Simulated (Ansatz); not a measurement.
## Lattice dynamics of (InAs)2(CdS)2 [001] superlattice, started as zinc blende

Aim: the vibrations of (InAs)2(CdS)2 [001] superlattice, started as zinc blende, their spectra, and whether the structure is stable.

Program: Ansatz 0.2.0. Level of theory: DFT PBEsol, scalar-relativistic, plane waves, PAW. Results are calculated unless marked as measured.

The structure was built from a prototype and need not be the compound's stable phase.

**1. Set-up**

The structure is orthorhombic, space group Pmm2 (No. 25). Conventional cell: a = 4.200 Å, b = 4.200 Å, c = 11.880 Å, α = 90.00°, β = 90.00°, γ = 90.00°. Nearest to As lie 4 In at 2.57 Å. As has 2 In at 2.57 Å and 2 Cd at 2.57 Å nearest. Nearest to Cd lie 2 As at 2.57 Å and 2 S at 2.57 Å. Nearest to Cd lie 4 S at 2.57 Å. Nearest to In lie 2 As at 2.57 Å and 2 S at 2.57 Å. In has 4 As at 2.57 Å nearest. Farther neighbours and most contacts between anions are not listed.

**2. Rough relaxation**

The start is far from rest, so a relaxation with loose tolerances brings it close first.

input.yaml

```yaml
crystal:
  lattice:
    - [2.97, 2.97, 0.0]
    - [-2.97, 2.97, 0.0]
    - [0.0, 0.0, 11.88]
  atoms:
    - { symbol: As, position: [0.5, 1.0, 0.125] }
    - { symbol: As, position: [0.0, 0.5, 0.375] }
    - { symbol: Cd, position: [0.0, 0.0, 0.5] }
    - { symbol: Cd, position: [0.5, 0.5, 0.75] }
    - { symbol: In, position: [0.0, 0.0, 0.0] }
    - { symbol: In, position: [0.5, 0.5, 0.25] }
    - { symbol: S, position: [0.5, 1.0, 0.625] }
    - { symbol: S, position: [0.0, 0.5, 0.875] }
kpoints:
  mp_grid: { grid: [6, 6, 2] }
hamiltonian:
  xc: pbesol
scf:
  occupations: { method: gaussian, width: 0.1 }
output:
  forces: true
  stress: true
  eigenvalues: true
relax:
  adjacent_minimum: "off"
  f_tol: 0.05
  max_steps: 80
  cell: { stress_tol: 0.5 }
```

The run is started by

```bash
ansatz run input.yaml --threads 8 --pin off --max-ram 14336MiB --backend cpu --events-out ev --progress --plain --runs-dir out
```

Numbers of over 12 decimals in the logs are rounded to 6 here.

Output:

```text
The last accepted step is kept in <dir> (removed where the run ends without a failure and the disk answers)
Engine: ansatz 0.2.0, x86_64-unknown-linux-gnu
Pseudopotentials: kind: paw
Pseudopotential: As, paw, valence charge 15, recommended cutoff 420 eV (normal), As.paw.azcp
Pseudopotential: Cd, paw, valence charge 20, recommended cutoff 420 eV (normal), Cd.paw.azcp
[...]
- [3.011382, 3.011382, 0]
    - [-3.021034, 3.021034, 0]
    - [0, 0, 11.697956]
  atoms:
    - { symbol: As, position: [0.5, 1.0, 0.119281] }
    - { symbol: As, position: [0, 0.5, 0.381247] }
    - { symbol: Cd, position: [0, 0, 0.505085] }
    - { symbol: Cd, position: [0.500000, 0.5, 0.742924] }
    - { symbol: In, position: [0, 0, -0.00572247] }
    - { symbol: In, position: [0.500000, 0.5, 0.255439] }
    - { symbol: S, position: [0.5, 1.0, 0.632735] }
    - { symbol: S, position: [0, 0.5, 0.869013] }
[key lines of the parts left out:]
SCF converged after 5 iterations
Free energy (F): -38817.672123 eV
Fermi energy:    7.816409 eV
P = ⅓ Tr σ = -0.0084 GPa (-0.084 kbar)
```

The job ended after 22 s (8 threads of Intel Xeon Platinum 8488C (Sapphire Rapids), shared host; peak memory 1.1 GiB; 2.7 min of CPU time).

The steps of the relaxation:

| step | energy less that of the first step (eV) | largest force component (eV/Å) | pressure (GPa) | volume (Å³) |
| --- | --- | --- | --- | --- |
| 1 | 0.0000 | 0.6973 | 1.07 | 209.58 |
| 2 | -0.0982 | 0.2783 | -0.41 | 214.42 |
| 3 | -0.1200 | 0.0570 | -0.16 | 213.45 |
| 4 | -0.1207 | 0.0513 | 0.05 | 212.62 |
| 5 | -0.1209 | 0.0048 | -0.01 | 212.84 |
| 6* | -0.1215 | 0.0048 | -0.01 | 212.84 |

Relaxation steps marked * repeat the geometry before them on a plane-wave basis chosen anew for their cell, so energy and pressure can jump there.

Forces are held to the 4 operations that the run works with; a distortion that breaks them can't arise in this run.

| conventional cell, symmetrised | before | after | change |
| --- | --- | --- | --- |
| a (Å) | 4.200 | 4.259 | +1.4 % |
| b (Å) | 4.200 | 4.272 | +1.7 % |
| c (Å) | 11.880 | 11.698 | -1.5 % |
| volume (Å³/atom) | 26.20 | 26.61 | +1.6 % |

The atoms that moved most (Å, as changes of fractional coordinates times the final cell):

| atom | dx | dy | dz | length |
| --- | --- | --- | --- | --- |
| S7 | 0.000 | 0.000 | 0.090 | 0.090 |
| Cd4 | 0.000 | 0.000 | -0.083 | 0.083 |
| As2 | 0.000 | 0.000 | 0.073 | 0.073 |
| S8 | 0.000 | 0.000 | -0.070 | 0.070 |
| In5 | 0.000 | 0.000 | -0.067 | 0.067 |
| As1 | 0.000 | 0.000 | -0.067 | 0.067 |
| In6 | 0.000 | 0.000 | 0.064 | 0.064 |
| Cd3 | 0.000 | 0.000 | 0.059 | 0.059 |

The relaxed structure:

```cif
data_structure
_symmetry_space_group_name_H-M 'P 1'
_symmetry_Int_Tables_number 1
_cell_length_a 4.2587
_cell_length_b 4.2724
_cell_length_c 11.6980
_cell_angle_alpha 90.000
_cell_angle_beta 90.000
_cell_angle_gamma 90.000
_cell_volume 212.84
loop_
_atom_site_label
_atom_site_type_symbol
_atom_site_fract_x
_atom_site_fract_y
_atom_site_fract_z
_atom_site_occupancy
As1 As 0.50000 0.00000 0.11928 1
As2 As 0.00000 0.50000 0.38125 1
Cd3 Cd 0.00000 0.00000 0.50508 1
Cd4 Cd 0.50000 0.50000 0.74292 1
In5 In 0.00000 0.00000 0.99428 1
In6 In 0.50000 0.50000 0.25544 1
S7 S 0.50000 0.00000 0.63273 1
S8 S 0.00000 0.50000 0.86901 1
```

This step gave:

| Property | Result |
| --- | --- |
| pressure | -0.008380 GPa |
| volume per atom | 26.61 Å³ |
| gap on the k-mesh | 0 eV |

In this step the volume went from 26.20 to 26.61 Å³/atom.

**3. Relaxation**

Harmonic phonons are second derivatives at a point where the forces vanish, and they are wanted at zero stress, so atoms and cell are relaxed first.

input.yaml

```yaml
crystal:
  lattice:
    - [3.0113816493, 3.0113816493, 0.0]
    - [-3.0210343979, 3.0210343979, 0.0]
    - [0.0, 0.0, 11.6979563429]
  atoms:
    - { symbol: As, position: [0.5, 1.0, 0.1192810786] }
    - { symbol: As, position: [0.0, 0.5, 0.3812468351] }
    - { symbol: Cd, position: [0.0, 0.0, 0.5050846874] }
    - { symbol: Cd, position: [0.5, 0.5, 0.7429236924] }
    - { symbol: In, position: [0.0, 0.0, -0.0057224724] }
    - { symbol: In, position: [0.5, 0.5, 0.255438613] }
    - { symbol: S, position: [0.5, 1.0, 0.6327348591] }
    - { symbol: S, position: [0.0, 0.5, 0.8690127066] }
kpoints:
  mp_grid: { grid: [8, 8, 4] }
hamiltonian:
  xc: pbesol
scf:
  occupations: { method: gaussian, width: 0.1 }
output:
  forces: true
  stress: true
  eigenvalues: true
  write_density: true
  write_potential: true
  elf: true
  volumetric_format: npy
relax:
  adjacent_minimum: "off"
  f_tol: 0.005
  max_steps: 80
  cell: { stress_tol: 0.05 }
```

Output:

```text
[...]
Crystal: 8 atoms, lattice volume = 212.844 Å³
Basis set: ecut = 420 eV, 4111 PW (Γ), exchange–correlation on 60×60×160 points (8 copies of the dense FFT grid, shifted against one another)
Bands: 65, of which v1, the nominal top of the filled ones, is band 54 counted from 1 (53 counted from 0)
Symmetry: 4 space group operations
[...]
k-points: 75 of 256 (time reversal used)
[...]
SCF iter   1: F=—  HF=-38817.700247 eV  |F-HF|=—  |Δ(HF+E_count)|=         —  Δρ=4.78e-3  dr2=6.62e-2  ethr=1.77e-3  ⟨swp⟩=6.4  Hψ=17488  notcnv=0  defer=12
[...]
SCF iter   8: F=-38817.680849 eV  HF=-38817.680849 eV  |F-HF|=7.55e-9  |Δ(HF+E_count)|=   2.95e-7  Δρ=2.34e-6  dr2=1.32e-8  ethr=9.26e-11  ⟨swp⟩=13.2  Hψ=33391  notcnv=0
SCF 1 converged in 8 iterations: F = -38817.680849 eV  dr2 = 1.32e-8
[...]
relax step   1: F+E_penalty+E_count = -38817.68084921 eV  Δ(F+E_penalty+E_count) = +0.000e0 eV  max|allowed force component| = 2.150e-2 eV/Å  Δτ_max = 0.0000 Å  P = -0.038 GPa  Ω = 212.844 Å³  (8 SCF iters, dr2 threshold 1.00e-7 eV, accepted)
Crystal: 8 atoms, lattice volume = 212.663 Å³
Basis set: ecut = 420 eV, 4103 PW (Γ), exchange–correlation on 60×60×160 points (8 copies of the dense FFT grid, shifted against one another)
[...]
SCF iter   5: F=-38817.681030 eV  HF=-38817.681030 eV  |F-HF|=1.88e-9  |Δ(HF+E_count)|=   2.04e-8  Δρ=2.57e-6  dr2=1.99e-8  ethr=2.67e-11  ⟨swp⟩=8.6  Hψ=30562  notcnv=0
SCF 2 converged in 5 iterations: F = -38817.681030 eV  dr2 = 1.99e-8
relax step   2: F+E_penalty+E_count = -38817.68103022 eV  Δ(F+E_penalty+E_count) = -1.810e-4 eV  max|allowed force component| = 6.347e-3 eV/Å  Δτ_max = 0.0045 Å  P = +0.012 GPa  Ω = 212.663 Å³  energy of the carried Pulay correction = +3.058e-5 eV  (5 SCF iters, dr2 threshold 2.89e-8 eV, accepted)
Crystal: 8 atoms, lattice volume = 212.704 Å³
[...]
SCF iter   5: F=-38817.681030 eV  HF=-38817.681030 eV  |F-HF|=1.24e-10  |Δ(HF+E_count)|=  7.28e-12  Δρ=4.45e-7  dr2=5.50e-10  ethr=2.33e-12  ⟨swp⟩=6.9  Hψ=23504  notcnv=0
SCF 3 converged in 5 iterations: F = -38817.681030 eV  dr2 = 5.50e-10
relax step   3: F+E_penalty+E_count = -38817.68103022 eV  Δ(F+E_penalty+E_count) = +7.130e-10 eV  max|allowed force component| = 1.218e-3 eV/Å  Δτ_max = 0.0009 Å  P = +0.000 GPa  Ω = 212.704 Å³  energy of the carried Pulay correction = +2.365e-5 eV  (5 SCF iters, dr2 threshold 2.52e-9 eV, accepted)
[...]
SCF iter   1: F=—  HF=-38817.681003 eV  |F-HF|=—  |Δ(HF+E_count)|=         —  Δρ=2.65e-6  dr2=2.13e-9  ethr=1.74e-7  ⟨swp⟩=3.0  Hψ=30124  notcnv=0
eigensolver tolerance schedule: the retry pair's looser diagonalisation over-reported the residual by 88267.40 of it (diagonalisation noise at an unbounded share of the residual, at the tolerance the schedule requests for it); recorded, not acted on — ethr = c·dr2/N_el stays at c = 1.0e-1
SCF iter   2: F=—  HF=-38817.681012 eV  |F-HF|=—  |Δ(HF+E_count)|=   8.93e-6  Δρ=1.35e-6  dr2=7.15e-10  ethr=1.97e-12  ⟨swp⟩=3.5  Hψ=12624  notcnv=0
[...]
SCF iter   4: F=-38817.681012 eV  HF=-38817.681012 eV  |F-HF|=1.46e-11  |Δ(HF+E_count)|=   2.23e-9  Δρ=8.12e-8  dr2=1.95e-11  ethr=1.00e-12  ⟨swp⟩=8.0  Hψ=24264  notcnv=0
SCF 4 converged in 4 iterations: F = -38817.681012 eV  dr2 = 1.95e-11
relax step   4: F+E_penalty+E_count = -38817.68101175 eV  Δ(F+E_penalty+E_count) = +1.846e-5 eV  max|allowed force component| = 1.220e-3 eV/Å  Δτ_max = 0.0000 Å  P = +0.000 GPa  Ω = 212.704 Å³  stress off target by 4.08e-3 GPa  SCF on the basis re-selected at this cell (its energy is not comparable with the rows above)  (4 SCF iters)
basis re-selected at this cell: Δ(F+E_penalty+E_count) = +1.846e-5 eV, ΔP = +0.000 GPa vs the last step (what re-selecting the basis moved, of the pressure what is left beyond the Pulay correction that the steps carried, after the strain that the cell walked since its last selection, with what the two solves' SCF thresholds leave and, on support functions, any second-order correction that the steps lacked; it is no m [...]
SCF converged after 4 iterations
Free energy (F): -38817.681012 eV
[...]
Internal energy: -38817.679646 eV  (E = F + TS)
E sigma→0 (E₀):  -38817.680329 eV
Entropy (-TS):   -0.001366 eV (-0.171 meV/atom)
Fermi energy:    7.852965 eV
[...]
--- Forces (eV/Å), atoms counted from 1 ---
  atom   1  As    -0.00000000     0.00000000     0.00053025
  atom   2  As    -0.00000000     0.00000000    -0.00010662
  atom   3  Cd     0.00000000     0.00000000    -0.00101542
  atom   4  Cd     0.00000000     0.00000000    -0.00121991
  atom   5  In     0.00000000     0.00000000    -0.00070209
  atom   6  In     0.00000000     0.00000000     0.00114599
  atom   7  S     -0.00000000     0.00000000     0.00093481
  atom   8  S     -0.00000000     0.00000000     0.00043280
  max |Σ_I F_I| component: 1.89e-7 eV/Å
--- Stress (GPa, compression-positive) ---
        0.001583       0.002496       0.000000
        0.002496       0.001583       0.000000
        0.000000       0.000000      -0.002354
  P = ⅓ Tr σ = 0.0003 GPa (0.003 kbar)
--- Band table (eV; the first three rows and the last of 75) ---
  k-point 0: bands = [... 50 lower, 6.1025, 6.9278, 7.2291, 7.3757, 7.7391, 9.1204, 9.4658, 10.1923, ... 7 higher]
  k-point 1: bands = [... 50 lower, 6.1761, 6.3139, 7.1681, 7.7002, 7.9822, 9.1263, 9.4168, 9.8868, ... 7 higher]
  k-point 2: bands = [... 50 lower, 6.2440, 6.2763, 7.0958, 7.6595, 8.4939, 9.0508, 9.3051, 9.6719, ... 7 higher]
  k-point 74: bands = [... 50 lower, 4.8258, 5.1194, 5.4592, 5.6119, 9.8778, 9.9435, 9.9635, 10.5621, ... 7 higher]
--- Relaxed structure (3 steps of the walk, 3 accepted, 1 SCFs on fresh bases) ---
[...]
cell:  # Å, volume = 212.7037 Å³
    - [3.007287, 3.007287, 0]
    - [-3.023807, 3.023807, 0]
    - [0, 0, 11.695427]
  atoms:
    - { symbol: As, position: [0.500000, 1.0, 0.119424] }
    - { symbol: As, position: [0, 0.5, 0.381483] }
    - { symbol: Cd, position: [0, 0, 0.504748] }
    - { symbol: Cd, position: [0.500000, 0.500000, 0.742756] }
    - { symbol: In, position: [0, 0, -0.00578294] }
    - { symbol: In, position: [0.500000, 0.500000, 0.255443] }
    - { symbol: S, position: [0.500000, 1.0, 0.632844] }
    - { symbol: S, position: [0, 0.5, 0.869084] }
```

It took 33 s on 8 threads; peak memory 1.4 GiB; 4.2 min of CPU time.

Relaxation path:

| step | energy less that of the first step (eV) | largest force component (eV/Å) | pressure (GPa) | volume (Å³) |
| --- | --- | --- | --- | --- |
| 1 | 0.0000 | 0.0215 | -0.04 | 212.84 |
| 2 | -0.0002 | 0.0063 | 0.01 | 212.66 |
| 3 | -0.0002 | 0.0012 | 0.00 | 212.70 |
| 4* | -0.0002 | 0.0012 | 0.00 | 212.70 |

Relaxation steps marked * repeat the geometry before them on a plane-wave basis chosen anew for their cell, so energy and pressure can jump there.

Forces are held to the 4 operations that the run works with; a distortion that breaks them can't arise in this run.

| conventional cell, symmetrised | before | after | change |
| --- | --- | --- | --- |
| a (Å) | 4.259 | 4.253 | -0.1 % |
| b (Å) | 4.272 | 4.276 | +0.1 % |
| c (Å) | 11.698 | 11.695 | -0.0 % |
| volume (Å³/atom) | 26.61 | 26.59 | -0.1 % |

This step gave:

```yaml
pressure: 2.70e-4 GPa
volume_per_atom: 26.59 Å³
```

Valence density in the ac plane at fractional y = 0.000, with atoms of As and Cd and In and S within 0.2 Å of it. It is the smooth field of the valence electrons, not physical close to the nuclei.

Ten steps, logarithmic in the rise over the least value, from '_' (0 e/Å³) to '@' (22 e/Å³), each cell a mean:
```
####==::..__________..--++##
====::..______________..--==
....______________________..
____________________________
____________________________
____________________________
________....::::::..________
______..::----------....____
____....----::..----::..____
::::..::::----------::....::
##**==::::::::::::::::::++**
@@@@**--..............==##@@
%%##++::..__________..--**%%
==--::..______________..::--
..________________________..
____________________________
____________________________
____________________________
__________..........________
______....--==++==::..______
____....--**@@@@%%==::..____
......::--**%%@@%%==::......
++==--::::--====--::::::--==
%%##++::............::--**##
```
Columns run along a (4.3 Å), rows up along c (11.7 Å). Atoms in or near the plane, at fractional coordinates: As at (0.50, 0.12), Cd at (0.00, 0.50), In at (0.00, 0.99), S at (0.50, 0.63).

Electrostatic potential energy in the ac plane at fractional y = 0.000, with atoms of As and Cd and In and S within 0.2 Å of it. With pseudopotentials it is smooth inside the atoms' cores, unlike the true potential.

Values in eV, 24 rows by 14 columns, each cell a mean:
```
-32 -32 -24  -6   5   9  10  10  10   8   3 -12 -29 -32
-22 -17  -6   3   8  10  11  11  10   9   6   1 -11 -19
  3   5   7   8  10  11  11  11  11  10   9   8   6   4
 10  10  10  11  11  11  11  11  11  11  11  10  10  10
 11  11  11  11  11  11  11  11  11  11  11  11  11  11
 12  12  12  12  11  11  11  11  11  11  12  12  12  12
 12  12  12  11  10   7   4   2   5   8  10  12  12  12
 12  12  11   9   3 -13 -24 -26 -22  -6   6  10  11  12
 10  10  10   7  -5 -28 -26 -21 -28 -21   1   9  10  10
 -1   1   5   6   0 -18 -27 -27 -26 -11   4   7   4   0
-17 -15  -8   2   6   4  -1  -3   0   5   6  -1 -11 -16
-28 -22 -15  -4   7  10  10  10  10   9   4  -9 -18 -24
-22 -19 -12  -1   8  11  11  12  11  10   6  -5 -15 -20
 -7  -4   2   7  10  11  12  12  12  11   9   6  -1  -6
  8   9  10  11  11  12  12  12  12  12  11  11  10   9
 12  12  12  12  12  12  12  12  12  12  12  12  12  12
 12  12  12  12  12  11  11  11  11  12  12  12  12  12
 12  12  12  12  11  11  10  10  11  11  11  12  12  12
 12  12  11  11   9   7   5   4   6   8  10  11  12  12
 11  11  10   8   3  -6  -6  -5  -7  -3   5   9  11  11
 10  10   9   5  -7  -2  11  12   8  -8  -2   7   9  10
  2   4   6   4  -6  -4   9  11   6  -9  -2   5   5   3
-25 -20  -8   1   2  -5  -7  -7  -7  -2   3  -1 -14 -22
-32 -32 -25  -6   5   7   6   6   6   6   2 -13 -30 -32
```
Columns run along a (4.3 Å; values clipped at the 3rd and 97th percentile), rows up along c (11.7 Å). Atoms in or near the plane, at fractional coordinates: As at (0.50, 0.12), Cd at (0.00, 0.50), In at (0.00, 0.99), S at (0.50, 0.63).

ELF in the ac plane at fractional y = 0.000, with atoms of As and Cd and In and S within 0.2 Å of it. It is the smooth field of the valence electrons, not physical close to the nuclei.

Ten even steps from '_' (0.01) to '@' (0.87), each cell a mean:
```
____::::------------::::..__
::::::::::..........::::::::
........____________........
____________________________
______________..____________
________::--==++==--..______
____..==**%%%%%%%%##++--____
__..--##%%@@####%%@@%%**::__
....==%%@@##::__==@@@@##::..
::::::++@@@@##++%%@@%%==..::
++++--::++%%@@@@@@##--::--++
@@##++::..--++++==::..--**%%
##**==::............::--++**
----::::..________....::::--
........____________........
..________________________..
____________________________
________..::----::..________
______::==**####**++--..____
____::++**##******##**==..__
..::==**##++::::--**##**--::
::::==####++--::--**##**--::
::::::==####****##%%**--::::
____::::==####**##**--::..__
```
Columns run along a (4.3 Å), rows up along c (11.7 Å). Atoms in or near the plane, at fractional coordinates: As at (0.50, 0.12), Cd at (0.00, 0.50), In at (0.00, 0.99), S at (0.50, 0.63).

In this step the volume went from 26.61 to 26.59 Å³/atom.

**4. Tight relaxation**

Phonons need a cell at rest on their own settings, so the relaxation is repeated with tight tolerances on forces and stress on the k mesh and occupations of the first response run.

input.yaml

```yaml
crystal:
  lattice:
    - [3.0072868143, 3.0072868143, 0.0]
    - [-3.0238072356, 3.0238072356, 0.0]
    - [0.0, 0.0, 11.6954271882]
  atoms:
    - { symbol: As, position: [0.5, 1.0, 0.119423833] }
    - { symbol: As, position: [0.0, 0.5, 0.3814834643] }
    - { symbol: Cd, position: [0.0, 0.0, 0.5047482106] }
    - { symbol: Cd, position: [0.5, 0.5, 0.7427562607] }
    - { symbol: In, position: [0.0, 0.0, -0.0057829399] }
    - { symbol: In, position: [0.5, 0.5, 0.2554433555] }
    - { symbol: S, position: [0.5, 1.0, 0.6328436047] }
    - { symbol: S, position: [0.0, 0.5, 0.8690842108] }
kpoints:
  mp_grid: { grid: [8, 8, 4] }
hamiltonian:
  xc: pbesol
scf:
  occupations: { method: methfessel_paxton, width: 0.2 }
output:
  forces: true
  stress: true
  eigenvalues: true
relax:
  adjacent_minimum: "off"
  f_tol: 0.001
  max_steps: 60
  cell: { stress_tol: 0.01 }
```

Output:

```text
[...]
Crystal: 8 atoms, lattice volume = 212.704 Å³
Basis set: ecut = 420 eV, 4103 PW (Γ), exchange–correlation on 60×60×160 points (8 copies of the dense FFT grid, shifted against one another)
Bands: 65, of which v1, the nominal top of the filled ones, is band 54 counted from 1 (53 counted from 0)
Symmetry: 4 space group operations
[...]
k-points: 75 of 256 (time reversal used)
[...]
- [-3.023789, 3.023789, 0]
    - [0, 0, 11.694880]
  atoms:
    - { symbol: As, position: [0.500000, 1.0, 0.119429] }
    - { symbol: As, position: [0, 0.500000, 0.381483] }
    - { symbol: Cd, position: [0, 0, 0.504742] }
    - { symbol: Cd, position: [0.500000, 0.5, 0.742739] }
    - { symbol: In, position: [0, 0, -0.00577658] }
    - { symbol: In, position: [0.500000, 0.5, 0.255464] }
    - { symbol: S, position: [0.500000, 1.0, 0.632840] }
    - { symbol: S, position: [0, 0.500000, 0.869080] }
[key lines of the parts left out:]
SCF converged after 8 iterations
Free energy (F): -38817.679439 eV
Fermi energy:    7.865538 eV
P = ⅓ Tr σ = -0.0000 GPa (-0.000 kbar)
```

Wall time 34 s (8 threads); peak memory 1.4 GiB.

Little changed from the start: no atom moved by 0.005 Å and no cell edge by 0.1 %.

This step gave:

| Property | Result |
| --- | --- |
| pressure | -4.34e-5 GPa |

The largest force component left is 0.24 meV/Å and the pressure is 0.000 GPa, within the tolerances set. The cell now holds 26.59 Å³/atom.

[end of part 1 of 2]

[Logs are printed without paths, hosts, clocks, repeated set-up lines and the standing remarks that a program may print on its own settings, such as how far it seeks lower states.]

[Hosts, paths, dates, database ids (printed as entryN), source tags and the programs' standing remarks are cut or masked in the printed files.]
